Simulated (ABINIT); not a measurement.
# AlBiS3 (Pm-3m): zone-centre phonons, part 4 of 4

Which modes does AlBiS3 (Pm-3m) have at the zone centre?

ABINIT 10.8.3; DFT PBEsol, scalar-relativistic, plane waves, PseudoDojo norm-conserving pseudopotentials.

So far. Step 6 (Zone-centre response): The acoustic modes at Γ come out as far as 1.6 cm⁻¹ from zero, where they should vanish, a small numerical error. The lowest optical mode is imaginary, 136i cm⁻¹, an instability at this level and on this k mesh. Step 7 (Modes with the sum rule): The rule moves no optical mode by more than 0.2 cm⁻¹. The relaxed cell has a = 4.613 Å (conventional setting).

The structure was built from a prototype and need not be the compound's stable phase.

## (8) Sum rules set otherwise (asr 0)

Without the rule the raw error of the acoustic modes shows.

The input, anaddb.abi:

```
ddb_filepath "gamma_DDB"
output_file "anaddb.abo"
outdata_prefix "anaddb"
asr 0
chneut 0
enunit 2
eivec 1
nph1l 1
qph1l 0.0 0.0 0.0 1.0
```

The input, mrgddb.in:

```
gamma_DDB
merged
2
dfpt_gammao_DDB
gso_DDB
```

On the command line:

```
$ mrgddb < mrgddb.in > mrgddb.log
$ OMP_NUM_THREADS=1 anaddb anaddb.abi > anaddb.log
```

anaddb.abo, the main output file:

```text
-outvars_anaddb: echo values of input variables ----------------------

 Miscellaneous information :
      enunit         2
       eivec         1
      chneut         0
 First list of wavevector (reduced coord.) :
       nph1l         1
       qph1l
                     0.00000000E+00  0.00000000E+00  0.00000000E+00    1.000E+00

================================================================================

 read the DDB information and perform some checks

  ==== Info on the Cryst% object ====
 Real(R)+Recip(G) space primitive vectors, cartesian coordinates (Bohr,Bohr^-1):
 R(1)=  8.7166724  0.0000000  0.0000000  G(1)=  0.1147227  0.0000000  0.0000000
 R(2)=  0.0000000  8.7166724  0.0000000  G(2)=  0.0000000  0.1147227  0.0000000
 R(3)=  0.0000000  0.0000000  8.7166724  G(3)=  0.0000000  0.0000000  0.1147227
 Unit cell volume ucvol=  6.6229607E+02 bohr^3
 Angles (23,13,12)=  9.00000000E+01  9.00000000E+01  9.00000000E+01 degrees
 Time-reversal symmetry is present
 Reduced atomic positions [iatom, xred, symbol]:
    1)    0.0000000  0.0000000  0.0000000  Bi
    2)    0.5000000  0.5000000  0.5000000  Al
    3)    0.5000000  0.5000000  0.0000000   S
    4)    0.5000000  0.0000000  0.5000000   S
    5)    0.0000000  0.5000000  0.5000000   S

 DDB file with 3 blocks has been read.

================================================================================

 Treat the first list of vectors

  Phonon wavevector (reduced coordinates) :  0.00000  0.00000  0.00000
 Phonon energies in Hartree :
  -6.210620E-04 -6.210620E-04 -6.210620E-04 -5.439212E-04 -5.439212E-04
  -5.439212E-04 -7.468249E-06 -7.468249E-06 -7.468248E-06  4.734512E-04
   4.734512E-04  4.734512E-04  2.083403E-03  2.083403E-03  2.083403E-03
 Phonon energies in meV     :
- -1.689996E+01 -1.689996E+01 -1.689996E+01 -1.480085E+01 -1.480085E+01
- -1.480085E+01 -2.032214E-01 -2.032214E-01 -2.032214E-01  1.288326E+01
-  1.288326E+01  1.288326E+01  5.669230E+01  5.669230E+01  5.669230E+01
 Phonon frequencies in cm-1    :
- -1.363074E+02 -1.363074E+02 -1.363074E+02 -1.193769E+02 -1.193769E+02
- -1.193769E+02 -1.639091E+00 -1.639091E+00 -1.639091E+00  1.039105E+02
-  1.039105E+02  1.039105E+02  4.572542E+02  4.572542E+02  4.572542E+02
 Phonon frequencies in Thz     :
- -4.086392E+00 -4.086392E+00 -4.086392E+00 -3.578829E+00 -3.578829E+00
- -3.578829E+00 -4.913872E-02 -4.913871E-02 -4.913871E-02  3.115159E+00
-  3.115159E+00  3.115159E+00  1.370814E+01  1.370814E+01  1.370814E+01
 Phonon energies in Kelvin  :
- -1.961159E+02 -1.961159E+02 -1.961159E+02 -1.717567E+02 -1.717567E+02
- -1.717567E+02 -2.358286E+00 -2.358286E+00 -2.358286E+00  1.495041E+02
-  1.495041E+02  1.495041E+02  6.578868E+02  6.578868E+02  6.578868E+02

 Eigendisplacements
 (will be given, for each mode : in cartesian coordinates
   for each atom the real part of the displacement vector,
   then the imaginary part of the displacement vector - absolute values smaller than 1.0d-7 are set to zero)
  Mode number    1   Energy   -6.210620E-04
 Attention : low frequency mode.
   (Could be unstable or acoustic mode)
-  1  0.00000000E+00  0.00000000E+00 -8.55504648E-04
-     0.00000000E+00  0.00000000E+00  0.00000000E+00
-  2  0.00000000E+00  0.00000000E+00  5.49748163E-05
-     0.00000000E+00  0.00000000E+00  0.00000000E+00
-  3  0.00000000E+00  0.00000000E+00  6.70284281E-04
-     0.00000000E+00  0.00000000E+00  0.00000000E+00
-  4  0.00000000E+00  0.00000000E+00  2.43784281E-03
-     0.00000000E+00  0.00000000E+00  0.00000000E+00
-  5  0.00000000E+00  0.00000000E+00  2.43784281E-03
-     0.00000000E+00  0.00000000E+00  0.00000000E+00
  Mode number    2   Energy   -6.210620E-04
 Attention : low frequency mode.
   (Could be unstable or acoustic mode)
-  1  0.00000000E+00  8.55504648E-04  0.00000000E+00
-     0.00000000E+00  0.00000000E+00  0.00000000E+00
-  2  0.00000000E+00 -5.49748163E-05  0.00000000E+00
-     0.00000000E+00  0.00000000E+00  0.00000000E+00
-  3  0.00000000E+00 -2.43784281E-03  0.00000000E+00
-     0.00000000E+00  0.00000000E+00  0.00000000E+00
-  4  0.00000000E+00 -6.70284281E-04  0.00000000E+00
-     0.00000000E+00  0.00000000E+00  0.00000000E+00
-  5  0.00000000E+00 -2.43784281E-03  0.00000000E+00
-     0.00000000E+00  0.00000000E+00  0.00000000E+00
  Mode number    3   Energy   -6.210620E-04
 Attention : low frequency mode.
   (Could be unstable or acoustic mode)
-  1  8.55504648E-04  0.00000000E+00  0.00000000E+00
-     0.00000000E+00  0.00000000E+00  0.00000000E+00
-  2 -5.49748163E-05  0.00000000E+00  0.00000000E+00
-     0.00000000E+00  0.00000000E+00  0.00000000E+00
-  3 -2.43784281E-03  0.00000000E+00  0.00000000E+00
-     0.00000000E+00  0.00000000E+00  0.00000000E+00
-  4 -2.43784281E-03  0.00000000E+00  0.00000000E+00
-     0.00000000E+00  0.00000000E+00  0.00000000E+00
-  5 -6.70284281E-04  0.00000000E+00  0.00000000E+00
-     0.00000000E+00  0.00000000E+00  0.00000000E+00
  Mode number    4   Energy   -5.439212E-04
 Attention : low frequency mode.
   (Could be unstable or acoustic mode)
-  1  0.00000000E+00  0.00000000E+00  0.00000000E+00
-     0.00000000E+00  0.00000000E+00  0.00000000E+00
-  2  0.00000000E+00  0.00000000E+00  0.00000000E+00
-     0.00000000E+00  0.00000000E+00  0.00000000E+00
-  3  0.00000000E+00  0.00000000E+00  0.00000000E+00
-     0.00000000E+00  0.00000000E+00  0.00000000E+00
-  4  0.00000000E+00  0.00000000E+00 -2.92470830E-03
-     0.00000000E+00  0.00000000E+00  0.00000000E+00
-  5  0.00000000E+00  0.00000000E+00  2.92470830E-03
-     0.00000000E+00  0.00000000E+00  0.00000000E+00
  Mode number    5   Energy   -5.439212E-04
 Attention : low frequency mode.
   (Could be unstable or acoustic mode)
-  1  0.00000000E+00  0.00000000E+00  0.00000000E+00
-     0.00000000E+00  0.00000000E+00  0.00000000E+00
-  2  0.00000000E+00  0.00000000E+00  0.00000000E+00
-     0.00000000E+00  0.00000000E+00  0.00000000E+00
-  3  0.00000000E+00  2.92470830E-03  0.00000000E+00
-     0.00000000E+00  0.00000000E+00  0.00000000E+00
-  4  0.00000000E+00  0.00000000E+00  0.00000000E+00
-     0.00000000E+00  0.00000000E+00  0.00000000E+00
-  5  0.00000000E+00 -2.92470830E-03  0.00000000E+00
-     0.00000000E+00  0.00000000E+00  0.00000000E+00
  Mode number    6   Energy   -5.439212E-04
 Attention : low frequency mode.
   (Could be unstable or acoustic mode)
-  1  0.00000000E+00  0.00000000E+00  0.00000000E+00
-     0.00000000E+00  0.00000000E+00  0.00000000E+00
-  2  0.00000000E+00  0.00000000E+00  0.00000000E+00
-     0.00000000E+00  0.00000000E+00  0.00000000E+00
-  3  2.92470830E-03  0.00000000E+00  0.00000000E+00
-     0.00000000E+00  0.00000000E+00  0.00000000E+00
-  4 -2.92470830E-03  0.00000000E+00  0.00000000E+00
-     0.00000000E+00  0.00000000E+00  0.00000000E+00
-  5  0.00000000E+00  0.00000000E+00  0.00000000E+00
-     0.00000000E+00  0.00000000E+00  0.00000000E+00
  Mode number    7   Energy   -7.468249E-06
 Attention : low frequency mode.
   (Could be unstable or acoustic mode)
-  1  0.00000000E+00  0.00000000E+00 -1.28599419E-03
-     0.00000000E+00  0.00000000E+00  0.00000000E+00
-  2  0.00000000E+00  0.00000000E+00 -1.28641456E-03
-     0.00000000E+00  0.00000000E+00  0.00000000E+00
-  3  0.00000000E+00  0.00000000E+00 -1.28530155E-03
-     0.00000000E+00  0.00000000E+00  0.00000000E+00
-  4  0.00000000E+00  0.00000000E+00 -1.28167085E-03
-     0.00000000E+00  0.00000000E+00  0.00000000E+00
-  5  0.00000000E+00  0.00000000E+00 -1.28167085E-03
-     0.00000000E+00  0.00000000E+00  0.00000000E+00
  Mode number    8   Energy   -7.468249E-06
 Attention : low frequency mode.
   (Could be unstable or acoustic mode)
-  1  0.00000000E+00 -1.28599419E-03  0.00000000E+00
-     0.00000000E+00  0.00000000E+00  0.00000000E+00
-  2  0.00000000E+00 -1.28641456E-03  0.00000000E+00
-     0.00000000E+00  0.00000000E+00  0.00000000E+00
-  3  0.00000000E+00 -1.28167085E-03  0.00000000E+00
-     0.00000000E+00  0.00000000E+00  0.00000000E+00
-  4  0.00000000E+00 -1.28530155E-03  0.00000000E+00
-     0.00000000E+00  0.00000000E+00  0.00000000E+00
-  5  0.00000000E+00 -1.28167085E-03  0.00000000E+00
-     0.00000000E+00  0.00000000E+00  0.00000000E+00
  Mode number    9   Energy   -7.468248E-06
 Attention : low frequency mode.
   (Could be unstable or acoustic mode)
-  1  1.28599419E-03  0.00000000E+00  0.00000000E+00
-     0.00000000E+00  0.00000000E+00  0.00000000E+00
-  2  1.28641456E-03  0.00000000E+00  0.00000000E+00
-     0.00000000E+00  0.00000000E+00  0.00000000E+00
-  3  1.28167085E-03  0.00000000E+00  0.00000000E+00
-     0.00000000E+00  0.00000000E+00  0.00000000E+00
-  4  1.28167085E-03  0.00000000E+00  0.00000000E+00
-     0.00000000E+00  0.00000000E+00  0.00000000E+00
-  5  1.28530155E-03  0.00000000E+00  0.00000000E+00
-     0.00000000E+00  0.00000000E+00  0.00000000E+00
  Mode number   10   Energy    4.734512E-04
-  1  0.00000000E+00  0.00000000E+00 -4.89192579E-04
-     0.00000000E+00  0.00000000E+00  0.00000000E+00
-  2  0.00000000E+00  0.00000000E+00  3.32632858E-03
-     0.00000000E+00  0.00000000E+00  0.00000000E+00
-  3  0.00000000E+00  0.00000000E+00  2.15912372E-03
-     0.00000000E+00  0.00000000E+00  0.00000000E+00
-  4  0.00000000E+00  0.00000000E+00 -8.87789841E-04
-     0.00000000E+00  0.00000000E+00  0.00000000E+00
-  5  0.00000000E+00  0.00000000E+00 -8.87789841E-04
-     0.00000000E+00  0.00000000E+00  0.00000000E+00
  Mode number   11   Energy    4.734512E-04
-  1  0.00000000E+00  4.89192579E-04  0.00000000E+00
-     0.00000000E+00  0.00000000E+00  0.00000000E+00
-  2  0.00000000E+00 -3.32632858E-03  0.00000000E+00
-     0.00000000E+00  0.00000000E+00  0.00000000E+00
-  3  0.00000000E+00  8.87789841E-04  0.00000000E+00
-     0.00000000E+00  0.00000000E+00  0.00000000E+00
-  4  0.00000000E+00 -2.15912372E-03  0.00000000E+00
-     0.00000000E+00  0.00000000E+00  0.00000000E+00
-  5  0.00000000E+00  8.87789841E-04  0.00000000E+00
-     0.00000000E+00  0.00000000E+00  0.00000000E+00
  Mode number   12   Energy    4.734512E-04
-  1  4.89192579E-04  0.00000000E+00  0.00000000E+00
-     0.00000000E+00  0.00000000E+00  0.00000000E+00
-  2 -3.32632858E-03  0.00000000E+00  0.00000000E+00
-     0.00000000E+00  0.00000000E+00  0.00000000E+00
-  3  8.87789841E-04  0.00000000E+00  0.00000000E+00
-     0.00000000E+00  0.00000000E+00  0.00000000E+00
-  4  8.87789841E-04  0.00000000E+00  0.00000000E+00
-     0.00000000E+00  0.00000000E+00  0.00000000E+00
-  5 -2.15912372E-03  0.00000000E+00  0.00000000E+00
-     0.00000000E+00  0.00000000E+00  0.00000000E+00
  Mode number   13   Energy    2.083403E-03
-  1  0.00000000E+00  0.00000000E+00  7.22306142E-06
-     0.00000000E+00  0.00000000E+00  0.00000000E+00
-  2  0.00000000E+00  0.00000000E+00  2.75850132E-03
-     0.00000000E+00  0.00000000E+00  0.00000000E+00
-  3  0.00000000E+00  0.00000000E+00 -3.21632413E-03
-     0.00000000E+00  0.00000000E+00  0.00000000E+00
-  4  0.00000000E+00  0.00000000E+00  4.24252372E-04
-     0.00000000E+00  0.00000000E+00  0.00000000E+00
-  5  0.00000000E+00  0.00000000E+00  4.24252372E-04
-     0.00000000E+00  0.00000000E+00  0.00000000E+00
  Mode number   14   Energy    2.083403E-03
-  1  0.00000000E+00  7.22306142E-06  0.00000000E+00
-     0.00000000E+00  0.00000000E+00  0.00000000E+00
-  2  0.00000000E+00  2.75850132E-03  0.00000000E+00
-     0.00000000E+00  0.00000000E+00  0.00000000E+00
-  3  0.00000000E+00  4.24252372E-04  0.00000000E+00
-     0.00000000E+00  0.00000000E+00  0.00000000E+00
-  4  0.00000000E+00 -3.21632413E-03  0.00000000E+00
-     0.00000000E+00  0.00000000E+00  0.00000000E+00
-  5  0.00000000E+00  4.24252372E-04  0.00000000E+00
-     0.00000000E+00  0.00000000E+00  0.00000000E+00
  Mode number   15   Energy    2.083403E-03
-  1  7.22306142E-06  0.00000000E+00  0.00000000E+00
-     0.00000000E+00  0.00000000E+00  0.00000000E+00
-  2  2.75850132E-03  0.00000000E+00  0.00000000E+00
-     0.00000000E+00  0.00000000E+00  0.00000000E+00
-  3  4.24252372E-04  0.00000000E+00  0.00000000E+00
-     0.00000000E+00  0.00000000E+00  0.00000000E+00
-  4  4.24252372E-04  0.00000000E+00  0.00000000E+00
-     0.00000000E+00  0.00000000E+00  0.00000000E+00
-  5 -3.21632413E-03  0.00000000E+00  0.00000000E+00
-     0.00000000E+00  0.00000000E+00  0.00000000E+00

 Analysis of degeneracies and characters (maximum tolerance=1.00E-06 a.u.)
 For each vibration mode, or group of modes if degenerate,
 the characters are given for each symmetry operation (see the list in the log file).
 Symmetry characters of vibration mode #   1
       degenerate with vibration modes #   2 to    3
  3.0 -3.0 -1.0  1.0 -1.0  1.0 -1.0  1.0  1.0 -1.0 -1.0  1.0  1.0 -1.0 -1.0  1.0
 -0.0  0.0 -0.0  0.0  0.0 -0.0  0.0 -0.0  1.0 -1.0 -1.0  1.0 -1.0  1.0  1.0 -1.0
 -0.0  0.0  0.0 -0.0  0.0 -0.0 -0.0  0.0  1.0 -1.0  1.0 -1.0 -1.0  1.0 -1.0  1.0
 Symmetry characters of vibration mode #   4
       degenerate with vibration modes #   5 to    6
  3.0 -3.0 -1.0  1.0 -1.0  1.0 -1.0  1.0 -1.0  1.0  1.0 -1.0 -1.0  1.0  1.0 -1.0
  0.0 -0.0  0.0 -0.0 -0.0  0.0 -0.0  0.0 -1.0  1.0  1.0 -1.0  1.0 -1.0 -1.0  1.0
  0.0 -0.0 -0.0  0.0 -0.0  0.0  0.0 -0.0 -1.0  1.0 -1.0  1.0  1.0 -1.0  1.0 -1.0
 Symmetry characters of vibration mode #   7
       degenerate with vibration modes #   8 to    9
  3.0 -3.0 -1.0  1.0 -1.0  1.0 -1.0  1.0  1.0 -1.0 -1.0  1.0  1.0 -1.0 -1.0  1.0
 -0.0  0.0  0.0 -0.0 -0.0  0.0  0.0 -0.0  1.0 -1.0 -1.0  1.0 -1.0  1.0  1.0 -1.0
 -0.0  0.0 -0.0  0.0  0.0 -0.0  0.0 -0.0  1.0 -1.0  1.0 -1.0 -1.0  1.0 -1.0  1.0
 Symmetry characters of vibration mode #  10
       degenerate with vibration modes #  11 to   12
  3.0 -3.0 -1.0  1.0 -1.0  1.0 -1.0  1.0  1.0 -1.0 -1.0  1.0  1.0 -1.0 -1.0  1.0
  0.0 -0.0  0.0 -0.0 -0.0  0.0 -0.0  0.0  1.0 -1.0 -1.0  1.0 -1.0  1.0  1.0 -1.0
  0.0 -0.0 -0.0  0.0 -0.0  0.0  0.0 -0.0  1.0 -1.0  1.0 -1.0 -1.0  1.0 -1.0  1.0
 Symmetry characters of vibration mode #  13
       degenerate with vibration modes #  14 to   15
  3.0 -3.0 -1.0  1.0 -1.0  1.0 -1.0  1.0  1.0 -1.0 -1.0  1.0  1.0 -1.0 -1.0  1.0
 -0.0  0.0 -0.0  0.0 -0.0  0.0  0.0 -0.0  1.0 -1.0 -1.0  1.0 -1.0  1.0  1.0 -1.0
 -0.0  0.0 -0.0  0.0  0.0 -0.0 -0.0  0.0  1.0 -1.0  1.0 -1.0 -1.0  1.0 -1.0  1.0
-
```

Wall time 0.49 s (1 thread of Arm Neoverse V1, shared host).

Read from the output:

```yaml
highest_optical_zone_centre_mode_no_lo_to_term: 457.2 cm⁻¹
lowest_optical_zone_centre_mode: -136.3 cm⁻¹
```

Zone-centre frequencies as printed; negative means imaginary. Modes:

| mode | frequency (cm⁻¹) |
| --- | --- |
| 1 | -136.3 |
| 2 | -136.3 |
| 3 | -136.3 |
| 4 | -119.4 |
| 5 | -119.4 |
| 6 | -119.4 |
| 7 | -1.64 |
| 8 | -1.64 |
| 9 | -1.64 |
| 10 | 103.9 |
| 11 | 103.9 |
| 12 | 103.9 |
| 13 | 457.2 |
| 14 | 457.2 |
| 15 | 457.2 |

## (9) What came out

| Quantity | Value |
| --- | --- |
| space group after relaxation | Pm-3m |
| volume per atom | 19.6 Å³ |
| highest optical zone-centre mode (no LO-TO term) | 457.3 cm⁻¹ |
| lowest optical zone-centre mode | -136.2 cm⁻¹ |
| imaginary optical modes at the zone centre (no q mesh in this session) | yes |

What this shows: At the PBEsol level the optical modes of AlBiS3 (Pm-3m) at the zone centre run from 136i to 457 cm⁻¹, so the structure is a saddle point, with 6 modes beyond 10i cm⁻¹ there. These are harmonic frequencies: anharmonic shifts and widths and the lattice's thermal expansion are left out. The Fermi-Dirac smearing of 0.01 Ha is an electronic temperature of 3158 K, which adds a pressure of its own and can shift the volume and soft modes. Spin-orbit coupling is left out, which can matter for the heavy elements here. In a metal the frequencies hang on the k mesh and the smearing, most of all near Kohn anomalies. The structure is a hypothetical one, built on a prototype.

[Host names and launcher messages were left out of these logs when they were recorded.]

[Logs are printed without paths, hosts, clocks, repeated set-up lines and the standing remarks that a program may print on its own settings, such as how far it seeks lower states.]

[Hosts, paths, dates, database ids (printed as entryN), source tags and the programs' standing remarks are cut or masked in the printed files.]
